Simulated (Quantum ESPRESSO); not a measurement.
**LaCrAsO: two couplings from three orders, and a test**

Aim: get Heisenberg couplings of LaCrAsO from the energies of collinear orders, with pencil and paper, and test them on an order left out of the fit.

Main program and level: Quantum ESPRESSO 7.5; PBEsol; plane waves with GBRV 1.5 PBEsol potentials, no spin-orbit coupling.

**1. Set-up**

Symmetry: P4/nmm, No. 129, tetragonal system. Conventional cell: a = 4.041 Å, b = 4.041 Å, c = 8.986 Å, α = 90.00°, β = 90.00°, γ = 90.00°. Nearest to La lie 4 O at 2.36 Å. Nearest to Cr lie 4 As at 2.49 Å. As has 4 Cr at 2.49 Å nearest. Nearest to O lie 4 La at 2.36 Å. Farther neighbours and most contacts between anions are not listed.

As a file:

```cif
data_structure
_symmetry_space_group_name_H-M 'P4/nmm:1'
_symmetry_Int_Tables_number 129
_cell_length_a 4.0412
_cell_length_b 4.0412
_cell_length_c 8.9863
_cell_angle_alpha 90.000
_cell_angle_beta 90.000
_cell_angle_gamma 90.000
_cell_volume 146.76
loop_
_atom_site_label
_atom_site_type_symbol
_atom_site_symmetry_multiplicity
_atom_site_Wyckoff_symbol
_atom_site_fract_x
_atom_site_fract_y
_atom_site_fract_z
_atom_site_occupancy
La1 La 2 c 0.50000 0.00000 0.13650 1
Cr1 Cr 2 b 0.00000 0.00000 0.50000 1
As1 As 2 c 0.50000 0.00000 0.66250 1
O1 O 2 a 0.00000 0.00000 0.00000 1
```

The cell comes from the Crystallography Open Database.

**2. The parallel order**

All energies count from this run.

Contents of pw.in:

```
&CONTROL
  calculation = 'scf'
  prefix = 'pwscf'
  outdir = './tmp'
  pseudo_dir = './pseudo'
  disk_io = 'nowf'
/
&SYSTEM
  ibrav = 0
  celldm(1) = 8
  nat = 8
  ntyp = 4
  ecutwfc = 40
  ecutrho = 280
  nbnd = 51
  occupations = 'smearing'
  smearing = 'fd'
  degauss = 0.00734986
  nspin = 2
  starting_magnetization(1) = 0
  starting_magnetization(2) = 0.1786
  starting_magnetization(3) = 0
  starting_magnetization(4) = 0
/
&ELECTRONS
  conv_thr = 1.6d-08
  electron_maxstep = 150
  mixing_beta = 0.3
/
ATOMIC_SPECIES
La    138.9055 la_pbesol_v1.uspp.F.UPF
Cr     51.9961 cr_pbesol_v1.5.uspp.F.UPF
As     74.9216 as_pbesol_v1.uspp.F.UPF
O      15.9990 o_pbesol_v1.2.uspp.F.UPF
CELL_PARAMETERS alat
   0.9545951518547    0.0000000000000    0.0000000000000
   0.0000000000000    0.9545951518547    0.0000000000000
   0.0000000000000    0.0000000000000    2.1227057342156
ATOMIC_POSITIONS crystal
La      0.5000000000    0.0000000000    0.1365000000
La      0.0000000000    0.5000000000    0.8635000000
Cr      0.0000000000    0.0000000000    0.5000000000
Cr      0.5000000000    0.5000000000    0.5000000000
As      0.5000000000    0.0000000000    0.6625000000
As      0.0000000000    0.5000000000    0.3375000000
O       0.0000000000    0.0000000000    0.0000000000
O       0.5000000000    0.5000000000    0.0000000000
K_POINTS automatic
8 8 4 0 0 0
```

Started as:

```
$ OMP_NUM_THREADS=1 mpirun -n 4 pw.x -nk 4 -in pw.in > pw.out
```

What it wrote:

```text
Program PWSCF v.7.5 starts
     [... lines left out ...]
     number of atoms/cell      =            8
     [... lines left out ...]
     number of electrons       =        72.00
     number of Kohn-Sham states=           51
     kinetic-energy cutoff     =      40.0000  Ry
     charge density cutoff     =     280.0000  Ry
     scf convergence threshold =      1.6E-08
     [... lines left out ...]
     16 Sym. Ops., with inversion, found ( 8 have fractional translation)
     [... lines left out ...]
     number of k points=    45  Fermi-Dirac smearing, width (Ry)=  0.0073
     [... lines left out ...]
     iteration # 30     ecut=    40.00 Ry     beta= 0.30
     [... lines left out ...]
     Magnetic moment per site  (integrated on atomic sphere of radius R)
     atom   1 (R=0.230)  charge=  6.1663  magn= -0.0039
     atom   2 (R=0.230)  charge=  6.1663  magn= -0.0039
     atom   3 (R=0.243)  charge= 12.1234  magn=  2.1644
     atom   4 (R=0.243)  charge= 12.1234  magn=  2.1644
     atom   5 (R=0.243)  charge=  2.8625  magn= -0.0808
     atom   6 (R=0.243)  charge=  2.8625  magn= -0.0808
     atom   7 (R=0.230)  charge=  6.2580  magn=  0.0002
     atom   8 (R=0.230)  charge=  6.2580  magn=  0.0002
     [... lines left out ...]
     the Fermi energy is    11.5424 ev
!    total energy              =    -700.32121847 Ry
     estimated scf accuracy    <       0.00000001 Ry
     smearing contrib. (-TS)   =      -0.00939283 Ry
     [... lines left out ...]
     total magnetization       =     4.64 Bohr mag/cell
     absolute magnetization    =     5.23 Bohr mag/cell
     convergence has been achieved in  30 iterations
   JOB DONE.
```

Run time: 11 min. Hardware: 4 MPI ranks of Intel Xeon at 2.50GHz (Skylake/Cascade Lake), shared host; peak memory 1.6 GiB.

Spin moment in the atom's sphere by atom:

```csv
atom,spin moment in the atom's sphere (μB)
La1,0.00
La2,0.00
Cr3,2.16
Cr4,2.16
As5,-0.08
As6,-0.08
O7,0.00
O8,0.00
```

Numbers from this step:

* smearing term TS: 0.1278 eV
* magnetization: 4.636 μB
* absolute magnetization: 5.231 μB
* final state: ferromagnetic

**3. The orders used for the fit**

The other orders were run with the same settings, on meshes that hold the same points. Free energies are divided by the number of Cr atoms; q is in fractions of the reciprocal vectors of the first run's cell.

```csv
order,atoms,mesh,free energy (eV),eV per Cr,largest moment (μB)
F ++,8,8×8×4,-9528.3556,-4764.1778,2.16
AF +-,8,8×8×4,-9528.6112,-4764.3056,2.42
"AF q=(0,1/2,0) +-+-",16,8×4×4,-19056.6680,-4764.1670,2.36
```

**4. Counting neighbours**

With E = −Σ J e_i·e_j over ordered pairs of unit vectors, turning a neighbour from parallel to opposed costs 2J a Cr atom. So an order lies 2 Σ n J over the parallel one, n being the opposed neighbours in each shell.

```csv
shell,distance (Å),neighbours,opposed in AF +-,"opposed in AF q=(0,1/2,0) +-+-","opposed in AF q=(1/2,1/2,0) +-+-"
J1,2.86,4,4,2,2
J2,4.04,4,0,2,4
J3,5.72,4,0,4,0
```

Only J1 and J2 are kept.

**5. Solving**

```
2 × 4 × J1 = -127.8 meV    (AF +-)
2 × 2 × J1 + 2 × 2 × J2 = +10.8 meV    (AF q=(0,1/2,0) +-+-)
J1 = -15.98 meV
J2 = +18.68 meV
```

**6. The test**

The couplings now give the orders that were left out:

```
2 × 2 × (-15.98) + 2 × 4 × (+18.68) = +85.5 meV    (AF q=(1/2,1/2,0) +-+-)
```

The runs themselves:

```csv
order,atoms,mesh,free energy (eV),eV per Cr,largest moment (μB),over the parallel order (meV),foretold (meV)
"AF q=(1/2,1/2,0) +-+-",16,4×8×4,-19056.4809,-4764.1202,2.34,+57.6,+85.5
```

**7. Results**

| Item | Value |
| --- | --- |
| J1 (Cr–Cr at 2.86 Å) | -16.0 meV |
| J2 (Cr–Cr at 4.04 Å) | 18.7 meV |
| largest miss on the orders left out | 28 meV |

In words: The model misses the order left out by 28 meV, 22 % of the largest energy difference, so it holds only roughly. The largest moment changes by 11 % between the orders. Shells that were dropped are folded into the couplings or show in the miss. Energies are free energies at an electronic temperature of 1160 K, which lowers moments and differences where the moments are itinerant. No Hubbard term acts here. In such compounds local and semilocal functionals without one often delocalise the d electrons, and can shrink or lose moments and miss the size, sign and order of the couplings. The smearing term is large for its width, so states at the Fermi level are partly filled: at this level the cell is a metal or has a gap of a few widths at most.

[Logs and program files are shortened in this print: banners, set-up blocks, solver, clock and traceback lines can be left out without a mark of their own.]

[Logs are printed without paths, hosts, clocks, repeated set-up lines and the standing remarks that a program may print on its own settings, such as how far it seeks lower states.]

[Hosts, paths, dates, database ids (printed as entryN), source tags and the programs' standing remarks are cut or masked in the printed files.]

[Where a cell is said to come from a database of computed structures, the database is the Materials Project.]
